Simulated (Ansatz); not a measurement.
**TaN (Fm-3m) under uniaxial strain along [001]**

Aim: how do the optical modes of TaN (Fm-3m) shift and split under this strain?

Main program and level: Ansatz 0.2.0; DFT LDA, scalar-relativistic, plane waves, PAW; PAW set soft_1.

## 1. The structure

It takes space group Fm-3m (No. 225, cubic). The conventional cell has a = 4.358 Å, b = 4.358 Å, c = 4.358 Å, α = 90.00°, β = 90.00°, γ = 90.00°. Nearest to N lie 6 Ta at 2.18 Å. Nearest to Ta lie 6 N at 2.18 Å. Farther neighbours and most contacts between anions are not listed.

Structure file:

```
N Ta
1.0
     0.00000    2.17900    2.17900
     2.17900    0.00000    2.17900
     2.17900    2.17900    0.00000
N Ta
1 1
Direct
  0.00000 0.00000 0.00000
  0.50000 0.50000 0.50000
```

## 2. Bringing the structure to rest

The cell and atoms are relaxed, since residual forces and stress would shift the frequencies.

The input, input.yaml:

```yaml
crystal:
  lattice:
    - [0.0, 2.179, 2.179]
    - [2.179, 0.0, 2.179]
    - [2.179, 2.179, 0.0]
  atoms:
    - { symbol: "N", position: [0.0, 0.0, 0.0] }
    - { symbol: Ta, position: [0.5, 0.5, 0.5] }
kpoints:
  mp_grid: { grid: [16, 16, 16] }
hamiltonian:
  xc: lda
  pseudopotentials: { kind: paw, azcp: { folder: soft_1 }, xc_functional: pbe }
scf:
  occupations: { method: gaussian, width: 0.1 }
output:
  forces: true
  stress: true
  eigenvalues: true
  write_density: true
  write_potential: true
  elf: true
  volumetric_format: npy
relax:
  adjacent_minimum: "off"
  f_tol: 0.005
  max_steps: 80
  cell: { stress_tol: 0.05 }
```

On the command line:

```sh
$ ansatz run input.yaml --threads 4 --pin off --max-ram 10240MiB --backend cpu --events-out ev --progress --plain --runs-dir out
```

Numbers of over 12 decimals in the logs are rounded to 6 here.

What it wrote:

```text
Engine: ansatz 0.2.0, aarch64-unknown-linux-gnu
Pseudopotentials: kind: paw
Pseudopotential: N, paw, valence charge 5, recommended cutoff 420 eV (normal), soft_1/N.paw.azcp
Pseudopotential: Ta, paw, valence charge 13, recommended cutoff 420 eV (normal), soft_1/Ta.paw.azcp
Functional definition: SPW92
  exchange = slater_x
  correlation = pw_c
Crystal: 2 atoms, lattice volume = 20.692 Å³
Basis set: ecut = 420 eV, 411 PW (Γ)
Bands: 13, of which v1, the nominal top of the filled ones, is band 9 counted from 1 (8 counted from 0)
Symmetry: 48 space group operations
Space group: Fm-3m (ITA 225), of the structure as read, at distance tolerance 2.7e-5 Å
k-points: 145 of 4096
Non-local potential: N, projectors of the file, l = 0: 2, l = 1: 2, l = 2: 1
Non-local potential: Ta, projectors of the file, l = 0: 3, l = 1: 2, l = 2: 2, l = 3: 1
PAW form: soft (Blöchl's): semilocal exchange-correlation on the pseudo side does not see the compensation charge
PAW frozen core: N, regenerated for the run's functional, and the local potential with it (the file was generated under x = pbe(κ = 0.804, μ = 0.219515), c = pbe(β = 0.066725))
PAW frozen core: Ta, regenerated for the run's functional, and the local potential with it (the file was generated under x = pbe(κ = 0.804, μ = 0.219515), c = pbe(β = 0.066725))
PAW one-centre angular grid: N, 110 points (default); XC on 64 Gauss nodes
PAW one-centre angular grid: Ta, 590 points (default); XC on 64 Gauss nodes
Initial density: superposition of atomic densities (chi_scale 0.1, normalization cell, long waves kept (reshape's long-wave potential 0.00 eV rms))
Initial wavefunctions: pseudopotential atomic-orbital guess
Functional: x = slater, c = lda
SCF iter   1: F=—  HF=-10059.589000 eV  |F-HF|=—  |Δ(HF+E_count)|=         —  Δρ=5.04e-2  dr2=5.40e-1  ethr=3.10e-3  ⟨swp⟩=5.1  Hψ=19754  notcnv=0
automatic band count: the SCF goes on with 17 bands, as 13 were too few: the levels above may hold too much charge
preconditioner: auto → none  [metal: Δε(μ)=0.017 eV  Ē_g=16.107 eV  σ=0.100 eV  W_gap=0.10  n_scr=8 (ndim 8)  ℏωp=25.8 eV  f_vac=0.000  D(μ)=1.01/eV (n_scr^D=14)  sad-step TF]
SCF iter   2: F=—  HF=-10059.542095 eV  |F-HF|=—  |Δ(HF+E_count)|=   4.69e-2  Δρ=3.55e-2  dr2=3.00e-1  ethr=3.00e-3  ⟨swp⟩=1.0  Hψ=3625  notcnv=0  defer=3
SCF iter   3: F=—  HF=-10059.468941 eV  |F-HF|=—  |Δ(HF+E_count)|=   7.32e-2  Δρ=2.88e-3  dr2=4.11e-4  ethr=1.67e-3  ⟨swp⟩=2.4  Hψ=3319  notcnv=0  defer=27
SCF iter   4: F=—  HF=-10059.469091 eV  |F-HF|=—  |Δ(HF+E_count)|=   1.50e-4  Δρ=6.18e-4  dr2=9.98e-5  ethr=2.28e-6  ⟨swp⟩=2.7  Hψ=4614  notcnv=0  defer=273
SCF iter   5: F=—  HF=-10059.469066 eV  |F-HF|=—  |Δ(HF+E_count)|=   2.48e-5  Δρ=6.06e-5  dr2=6.52e-7  ethr=5.54e-7  ⟨swp⟩=2.4  Hψ=2975  notcnv=0  defer=287
SCF iter   6: F=-10059.469066 eV  HF=-10059.469066 eV  |F-HF|=3.23e-9  |Δ(HF+E_count)|=   1.26e-7  Δρ=6.29e-6  dr2=5.10e-9  ethr=5.56e-10  ⟨swp⟩=12.0  Hψ=15451  notcnv=0
SCF 1 converged in 6 iterations: F = -10059.469066 eV  dr2 = 5.10e-9
  greatest PAW one-centre occupation: 0.999 electrons in one spin orbital (limit 2), on the Ta atom at site 1 (counted from 0), in its partial waves of l = 0
relax step   1: F+E_penalty+E_count = -10059.46906566 eV  Δ(F+E_penalty+E_count) = +0.000e0 eV  max|allowed force component| = 1.926e-29 eV/Å  Δτ_max = 0.0000 Å  P = -2.641 GPa  Ω = 20.692 Å³  (6 SCF iters, dr2 threshold 1.00e-7 eV, accepted)
Crystal: 2 atoms, lattice volume = 20.489 Å³
Bands: 17, of which v1, the nominal top of the filled ones, is band 9 counted from 1 (8 counted from 0)
Initial density: handed on by an earlier stage of this run
Initial wavefunctions: those handed on with the density
iter 1 solved again at ethr=3.88e-6 eV; its pass at ethr=3.10e-3 eV (dr2=6.98e-4 eV) is discarded
SCF iter   1: F=—  HF=-10059.470751 eV  |F-HF|=—  |Δ(HF+E_count)|=         —  Δρ=1.82e-3  dr2=6.74e-4  ethr=3.88e-6  ⟨swp⟩=1.6  Hψ=12097  notcnv=0
preconditioner: auto → none  [metal: Δε(μ)=0.021 eV  Ē_g=15.966 eV  σ=0.100 eV  W_gap=0.12  n_scr=8 (ndim 8)  ℏωp=25.9 eV  f_vac=0.000  D(μ)=1.10/eV (n_scr^D=14)]
SCF iter   2: F=—  HF=-10059.470602 eV  |F-HF|=—  |Δ(HF+E_count)|=   1.50e-4  Δρ=6.90e-4  dr2=1.13e-4  ethr=3.74e-6  ⟨swp⟩=1.0  Hψ=2465  notcnv=0
SCF iter   3: F=—  HF=-10059.470572 eV  |F-HF|=—  |Δ(HF+E_count)|=   3.02e-5  Δρ=8.41e-5  dr2=1.21e-6  ethr=6.28e-7  ⟨swp⟩=1.1  Hψ=2523  notcnv=0
iter 4 did not close the SCF: its close was put off for the readings that it lacked (scf_convergence_deferred on its scf_iter line)
SCF iter   4: F=-10059.470571 eV  HF=-10059.470571 eV  |F-HF|=1.06e-8  |Δ(HF+E_count)|=   3.52e-7  Δρ=1.02e-5  dr2=1.70e-8  ethr=6.74e-9  ⟨swp⟩=1.1  Hψ=2494  notcnv=0
iter 5 did not close the SCF: its close was put off for the readings that it lacked (scf_convergence_deferred on its scf_iter line)
SCF iter   5: F=-10059.470571 eV  HF=-10059.470571 eV  |F-HF|=1.13e-10  |Δ(HF+E_count)|=   1.39e-9  Δρ=1.27e-6  dr2=2.13e-10  ethr=9.46e-11  ⟨swp⟩=2.3  Hψ=3109  notcnv=0
SCF iter   6: F=-10059.470571 eV  HF=-10059.470571 eV  |F-HF|=0.00e0  |Δ(HF+E_count)|=  1.09e-11  Δρ=1.58e-7  dr2=3.67e-12  ethr=1.19e-12  ⟨swp⟩=4.0  Hψ=9757  notcnv=0
SCF 2 converged in 6 iterations: F = -10059.470571 eV  dr2 = 3.67e-12
relax step   2: F+E_penalty+E_count = -10059.47057124 eV  Δ(F+E_penalty+E_count) = -1.506e-3 eV  max|allowed force component| = 9.581e-30 eV/Å  Δτ_max = 0.0000 Å  P = +1.075 GPa  Ω = 20.489 Å³  energy of the carried Pulay correction = +4.916e-4 eV  (6 SCF iters, dr2 threshold 2.00e-7 eV, accepted)
Crystal: 2 atoms, lattice volume = 20.547 Å³
iter 1 solved again at ethr=3.33e-7 eV; its pass at ethr=3.10e-3 eV (dr2=5.99e-5 eV) is discarded
SCF iter   1: F=—  HF=-10059.470638 eV  |F-HF|=—  |Δ(HF+E_count)|=         —  Δρ=5.31e-4  dr2=5.76e-5  ethr=3.33e-7  ⟨swp⟩=1.0  Hψ=11387  notcnv=0
preconditioner: auto → none  [metal: Δε(μ)=0.020 eV  Ē_g=15.919 eV  σ=0.100 eV  W_gap=0.11  n_scr=8 (ndim 8)  ℏωp=25.9 eV  f_vac=0.000  D(μ)=1.10/eV (n_scr^D=14)]
SCF iter   2: F=—  HF=-10059.470625 eV  |F-HF|=—  |Δ(HF+E_count)|=   1.29e-5  Δρ=2.02e-4  dr2=9.70e-6  ethr=3.20e-7  ⟨swp⟩=1.0  Hψ=2465  notcnv=0
iter 3 did not close the SCF: its close was put off for the readings that it lacked (scf_convergence_deferred on its scf_iter line)
SCF iter   3: F=-10059.470623 eV  HF=-10059.470623 eV  |F-HF|=6.97e-8  |Δ(HF+E_count)|=   2.53e-6  Δρ=2.45e-5  dr2=1.04e-7  ethr=5.39e-8  ⟨swp⟩=1.1  Hψ=2523  notcnv=0
iter 4 did not close the SCF: its close was put off for the readings that it lacked (scf_convergence_deferred on its scf_iter line)
SCF iter   4: F=-10059.470623 eV  HF=-10059.470623 eV  |F-HF|=9.08e-10  |Δ(HF+E_count)|=   3.01e-8  Δρ=2.98e-6  dr2=1.45e-9  ethr=5.77e-10  ⟨swp⟩=1.1  Hψ=2495  notcnv=0
iter 5 did not close the SCF: its close was put off for the readings that it lacked (scf_convergence_deferred on its scf_iter line)
SCF iter   5: F=-10059.470623 eV  HF=-10059.470623 eV  |F-HF|=9.09e-12  |Δ(HF+E_count)|=  5.82e-11  Δρ=3.65e-7  dr2=1.74e-11  ethr=8.08e-12  ⟨swp⟩=2.3  Hψ=3080  notcnv=0
SCF iter   6: F=-10059.470623 eV  HF=-10059.470623 eV  |F-HF|=1.82e-12  |Δ(HF+E_count)|=    0.00e0  Δρ=4.58e-8  dr2=3.10e-13  ethr=1.00e-12  ⟨swp⟩=4.0  Hψ=8731  notcnv=0
SCF 3 converged in 6 iterations: F = -10059.470623 eV  dr2 = 3.10e-13
relax step   3: F+E_penalty+E_count = -10059.47062265 eV  Δ(F+E_penalty+E_count) = -5.141e-5 eV  max|allowed force component| = 1.147e-29 eV/Å  Δτ_max = 0.0000 Å  P = -0.013 GPa  Ω = 20.547 Å³  energy of the carried Pulay correction = +3.498e-4 eV  (6 SCF iters, dr2 threshold 2.00e-7 eV, accepted)
Initial wavefunctions: pseudopotential atomic-orbital guess (no wavefunctions were taken with the density)
iter 1 solved again at ethr=1.59e-8 eV; its pass at ethr=3.10e-3 eV (dr2=2.87e-6 eV) is discarded
SCF iter   1: F=—  HF=-10059.470284 eV  |F-HF|=—  |Δ(HF+E_count)|=         —  Δρ=3.76e-5  dr2=4.44e-8  ethr=1.59e-8  ⟨swp⟩=3.0  Hψ=17457  notcnv=0
preconditioner: auto → none  [metal: Δε(μ)=0.021 eV  Ē_g=15.921 eV  σ=0.100 eV  W_gap=0.11  n_scr=8 (ndim 8)  ℏωp=25.9 eV  f_vac=0.000  D(μ)=1.10/eV (n_scr^D=14)]
SCF iter   2: F=—  HF=-10059.470284 eV  |F-HF|=—  |Δ(HF+E_count)|=   1.46e-7  Δρ=1.77e-5  dr2=7.56e-9  ethr=2.47e-10  ⟨swp⟩=2.1  Hψ=3228  notcnv=0
SCF iter   3: F=—  HF=-10059.470284 eV  |F-HF|=—  |Δ(HF+E_count)|=   3.40e-9  Δρ=1.72e-6  dr2=1.02e-10  ethr=4.20e-11  ⟨swp⟩=2.5  Hψ=3111  notcnv=0
iter 4 did not close the SCF: its close was put off for the readings that it lacked (scf_convergence_deferred on its scf_iter line)
SCF iter   4: F=-10059.470284 eV  HF=-10059.470284 eV  |F-HF|=5.46e-12  |Δ(HF+E_count)|=  5.46e-11  Δρ=8.62e-8  dr2=6.99e-13  ethr=1.00e-12  ⟨swp⟩=1.1  Hψ=2563  notcnv=0
iter 5 did not close the SCF: its close was put off for the readings that it lacked (scf_convergence_deferred on its scf_iter line)
SCF iter   5: F=-10059.470284 eV  HF=-10059.470284 eV  |F-HF|=1.82e-12  |Δ(HF+E_count)|=  1.82e-12  Δρ=1.68e-8  dr2=1.28e-14  ethr=1.00e-12  ⟨swp⟩=1.0  Hψ=2465  notcnv=0
iter 6 did not close the SCF: its close was put off for the readings that it lacked (scf_convergence_deferred on its scf_iter line)
SCF iter   6: F=-10059.470284 eV  HF=-10059.470284 eV  |F-HF|=1.82e-12  |Δ(HF+E_count)|=  1.82e-12  Δρ=1.97e-9  dr2=7.06e-16  ethr=1.00e-12  ⟨swp⟩=1.0  Hψ=2465  notcnv=0
iter 7 did not close the SCF: its close was put off for the readings that it lacked (scf_convergence_deferred on its scf_iter line)
SCF iter   7: F=-10059.470284 eV  HF=-10059.470284 eV  |F-HF|=3.64e-12  |Δ(HF+E_count)|=  1.82e-12  Δρ=2.32e-10  dr2=6.44e-18  ethr=1.00e-12  ⟨swp⟩=1.0  Hψ=2465  notcnv=0
SCF iter   8: F=-10059.470284 eV  HF=-10059.470284 eV  |F-HF|=1.82e-12  |Δ(HF+E_count)|=    0.00e0  Δρ=4.77e-11  dr2=3.81e-19  ethr=1.00e-12  ⟨swp⟩=1.2  Hψ=5599  notcnv=0
SCF 4 converged in 8 iterations: F = -10059.470284 eV  dr2 = 3.81e-19
relax step   4: F+E_penalty+E_count = -10059.47028415 eV  Δ(F+E_penalty+E_count) = +3.385e-4 eV  max|allowed force component| = 9.138e-30 eV/Å  Δτ_max = 0.0000 Å  P = -0.039 GPa  Ω = 20.547 Å³  stress off target by 3.86e-2 GPa  SCF on the basis re-selected at this cell (its energy is not comparable with the rows above)  (8 SCF iters)
basis re-selected at this cell: Δ(F+E_penalty+E_count) = +3.385e-4 eV, ΔP = -0.026 GPa vs the last step (what re-selecting the basis moved, of the pressure what is left beyond the Pulay correction that the steps carried, after the strain that the cell walked since its last selection, with what the two solves' SCF thresholds leave and, on support functions, any second-order correction that the steps lacked; it is no m [...]
SCF converged after 8 iterations
Free energy (F): -10059.470284 eV
Harris-Foulkes:  -10059.470284 eV  (|F-HF|=1.82e-12)
Internal energy: -10059.464776 eV  (E = F + TS)
E sigma→0 (E₀):  -10059.467530 eV
Entropy (-TS):   -0.005508 eV (-2.754 meV/atom)
Fermi energy:    21.998710 eV
--- Per-component energies (eV) ---
  E_band       = -38.710180
  E_kinetic    = 527.547031
  E_local      = -551.894184  (includes V_loc(G=0)·N_el)
  E_nonlocal   = 30.479611
  E_hartree    = 197.967071
  E_xc         = -379.506949
  E_vxc        = -311.814510  (∫ρ·V_xc dr)
  E_paw        = -8176.883104  (= ΣΔE_a)
  E_vpaw       = -128.963125  (= ΣTr[D̂ρ^β])
  E_aug_tail   = 0.000854  (compensation charges beyond the density's cutoff)
  E_ewald      = -1707.514147
  E_core_change = 0.339041  (= ΣΔE_core)
  E_smearing   = -0.005508  (= −TS)
  E_closure    = 0.000000  (closes the sum)
  Σ components = -10059.470284   (vs F -10059.470284, Δ=0.00e0)
--- Forces (eV/Å), atoms counted from 1 ---
  atom   1  N     -0.00000000     0.00000000     0.00000000
  atom   2  Ta     0.00000000    -0.00000000     0.00000000
  max |Σ_I F_I| component: 1.85e-29 eV/Å
--- Stress (GPa, compression-positive) ---
       -0.038565      -0.000000      -0.000000
       -0.000000      -0.038565      -0.000000
       -0.000000      -0.000000      -0.038565
  P = ⅓ Tr σ = -0.0386 GPa (-0.386 kbar)
--- Band table (eV; the first three rows and the last of 145) ---
  k-point 0: bands = [... 5 lower, 18.1196, 18.1196, 18.1196, 19.7958, 19.7958, 19.7958, 22.0374, 22.0374, ... 4 higher]
  k-point 1: bands = [... 5 lower, 17.6002, 17.7577, 17.7577, 19.9613, 19.9613, 20.0411, 22.4522, 22.4522, ... 4 higher]
  k-point 2: bands = [... 5 lower, 16.5514, 17.0166, 17.0166, 20.3438, 20.3438, 20.4068, 23.4542, 23.4542, ... 4 higher]
  k-point 144: bands = [... 5 lower, 14.3553, 15.1562, 15.1562, 21.8119, 21.8119, 25.7725, 26.4135, 26.7438, ... 4 higher]
--- Relaxed structure (3 steps of the walk, 3 accepted, 1 SCFs on fresh bases) ---
  F+E_penalty+E_count = -10059.47028415 eV   max|allowed force component| = 9.138e-30 eV/Å   (the final SCF, on the basis selected at the relaxed cell)
  cell:  # Å, volume = 20.5471 Å³
    - [0, 2.173904, 2.173904]
    - [2.173904, 0, 2.173904]
    - [2.173904, 2.173904, 0]
  atoms:
    - { symbol: N, position: [0, 0, 0] }
    - { symbol: Ta, position: [0.5, 0.5, 0.5] }
```

Wall time 3.8 s (4 threads of Arm Neoverse V1, shared host); peak memory 0.35 GiB; 14 s of CPU time.

Step by step:

| step | energy less that of the first step (eV) | largest force component (eV/Å) | pressure (GPa) | volume (Å³) |
| --- | --- | --- | --- | --- |
| 1 | 0.0000 | 0.0000 | -2.64 | 20.69 |
| 2 | -0.0015 | 0.0000 | 1.08 | 20.49 |
| 3 | -0.0016 | 0.0000 | -0.01 | 20.55 |
| 4* | -0.0012 | 0.0000 | -0.04 | 20.55 |

Relaxation steps marked * repeat the geometry before them on a plane-wave basis chosen anew for their cell, so energy and pressure can jump there.

The run keeps the 48 symmetry operations that it works with, so distortions that break them were not tested.

| conventional cell, symmetrised | before | after | change |
| --- | --- | --- | --- |
| a (Å) | 4.358 | 4.348 | -0.2 % |
| b (Å) | 4.358 | 4.348 | -0.2 % |
| c (Å) | 4.358 | 4.348 | -0.2 % |
| volume (Å³/atom) | 10.35 | 10.27 | -0.7 % |

Final coordinates:

```xyz
2
Lattice="0.0000 2.1739 2.1739 2.1739 0.0000 2.1739 2.1739 2.1739 0.0000" Properties=species:S:1:pos:R:3 pbc="T T T"
N     0.0000    0.0000    0.0000
Ta    2.1739    2.1739    2.1739
```

This step gave:

```yaml
pressure: -0.03856 GPa
volume_per_atom: 10.27 Å³
gap_on_the_k_mesh: 0 eV
```

Electrostatic potential energy in the ac plane of the conventional cell at fractional y = 0.000, with atoms of N and Ta within 0.2 Å of it. With pseudopotentials it is smooth inside the atoms' cores, unlike the true potential.

Values in eV, 14 rows by 14 columns, each cell a mean:
```
-33 -17   8  13  -2 -26 -41 -44 -36 -15   7  14  -3 -27
 -8   4  17  16   7 -11 -26 -29 -20  -2  12  18  12  -3
 13  16  19  18  15   7  -2  -4   2  11  17  19  18  14
  5   9  15  18  18  16  13  12  15  17  19  17  12   7
-18 -10   4  15  19  17   8   5  12  18  17  11  -2 -15
-39 -30 -10   9  16   4 -17 -23  -8  12  15   2 -20 -36
-44 -39 -18   5  13  -8 -33 -39 -23   5  12  -4 -29 -44
-44 -36 -15   7  14  -3 -27 -33 -17   8  13  -2 -26 -41
-29 -20  -2  12  18  12  -3  -8   4  17  16   7 -11 -26
 -4   2  11  17  19  18  14  13  16  19  18  15   7  -2
 12  15  17  19  17  12   7   5   9  15  18  18  16  13
  5  12  18  17  11  -2 -15 -18 -10   4  15  19  17   8
-23  -8  12  15   2 -20 -36 -39 -30 -10   9  16   4 -17
-39 -23   5  12  -4 -29 -44 -44 -39 -18   5  13  -8 -33
```
Columns run along a (4.3 Å; values clipped at the 3rd and 97th percentile), rows up along c (4.3 Å), edges of the conventional cell, whose origin can differ from the input's. Atoms in or near the plane, at fractional coordinates: N at (0.00, 0.00), N at (0.50, 0.50), Ta at (0.50, 0.00), Ta at (0.00, 0.50).

Valence density in the ac plane of the conventional cell at fractional y = 0.000, with atoms of N and Ta within 0.2 Å of it. It is the smooth field of the valence electrons, not physical close to the nuclei.

Ten even steps from '0' (0.3 e/Å³) to '9' (4.6 e/Å³), each cell a mean:
```
75101799940136
32000377520013
10000012100001
10000000000000
53100012100024
98300256310159
79511377620279
99401367510179
75200133200037
21000011000001
00000001000000
21000245310001
63101599830025
76202797951137
```
Columns run along a (4.3 Å), rows up along c (4.3 Å), edges of the conventional cell, whose origin can differ from the input's. Atoms in or near the plane, at fractional coordinates: N at (0.00, 0.00), N at (0.50, 0.50), Ta at (0.50, 0.00), Ta at (0.00, 0.50).

ELF in the ac plane of the conventional cell at fractional y = 0.000, with atoms of N and Ta within 0.2 Å of it. It is the smooth field of the valence electrons, not physical close to the nuclei.

Ten even steps from '_' (0.17) to '@' (0.76), each cell a mean:
```
--%%@@::--%%++--%%**..++@@++
@@@@##::..**%%%%%%==__==@@@@
**++--..__..----::____::==++
....____..::::::::....____..
##**::__--##@@@@%%**..__==**
**@@**..++@@%%##@@%%::::%%%%
__**##..**@@--__##@@::--%%--
--%%**..++@@++--%%@@::--%%++
%%%%==__==@@@@@@@@##::..**%%
--::____::==++**++--..__..--
::::....____......____..::::
@@%%**..__==**##**::__--##@@
##@@%%::::%%%%**@@**..++@@%%
__##@@::--%%--__**##..**@@--
```
Columns run along a (4.3 Å), rows up along c (4.3 Å), edges of the conventional cell, whose origin can differ from the input's. Atoms in or near the plane, at fractional coordinates: N at (0.00, 0.00), N at (0.50, 0.50), Ta at (0.50, 0.00), Ta at (0.00, 0.50).

In this step the volume went from 10.35 to 10.27 Å³/atom.

## 3. Tight relaxation

Phonons need small forces and stress, so the relaxation is finished with tight tolerances on 16×16×16 k points.

input.yaml, the sections that differ from step 2:

```yaml
crystal:
  lattice:
    - [0.0, 2.1739036719, 2.1739036719]
    - [2.1739036719, 0.0, 2.1739036719]
    - [2.1739036719, 2.1739036719, 0.0]
  atoms:
    - { symbol: "N", position: [0.0, 0.0, 0.0] }
    - { symbol: Ta, position: [0.5, 0.5, 0.5] }
scf:
  occupations: { method: methfessel_paxton, width: 0.2 }
output:
  forces: true
  stress: true
  eigenvalues: true
relax:
  adjacent_minimum: "off"
  f_tol: 0.001
  max_steps: 60
  cell: { stress_tol: 0.01 }
# kpoints, hamiltonian: as in step 2
```

What it wrote:

```text
[...]
Crystal: 2 atoms, lattice volume = 20.547 Å³
Basis set: ecut = 420 eV, 411 PW (Γ)
Bands: 13, of which v1, the nominal top of the filled ones, is band 9 counted from 1 (8 counted from 0)
Symmetry: 48 space group operations
[...]
k-points: 145 of 4096
[...]
k-point 144: bands = [... 5 lower, 14.3578, 15.1589, 15.1589, 21.8150, 21.8150, 25.7762, 26.4177, 26.7478, ... 4 higher]
--- Relaxed structure (3 steps of the walk, 3 accepted, 1 SCFs on fresh bases) ---
[...]
cell:  # Å, volume = 20.5444 Å³
    - [0, 2.173808, 2.173808]
    - [2.173808, 0, 2.173808]
    - [2.173808, 2.173808, 0]
  atoms:
    - { symbol: N, position: [0, 0, 0] }
    - { symbol: Ta, position: [0.500000, 0.500000, 0.500000] }
[key lines of the parts left out:]
SCF converged after 3 iterations
Free energy (F): -10059.468552 eV
Fermi energy:    22.001754 eV
P = ⅓ Tr σ = -0.0005 GPa (-0.005 kbar)
```

It took 3.3 s on 4 threads; peak memory 0.34 GiB.

Little changed from the start: no atom moved by 0.005 Å and no cell edge by 0.1 %.

This step gave:

```
pressure : -4.76e-4 GPa
```

The forces vanish by symmetry and the pressure is 0.000 GPa, within the tolerances set. The cell now holds 10.27 Å³/atom.

[end of part 1 of 2]

[Logs are printed without paths, hosts, clocks, repeated set-up lines and the standing remarks that a program may print on its own settings, such as how far it seeks lower states.]

[Hosts, paths, dates, database ids (printed as entryN), source tags and the programs' standing remarks are cut or masked in the printed files.]
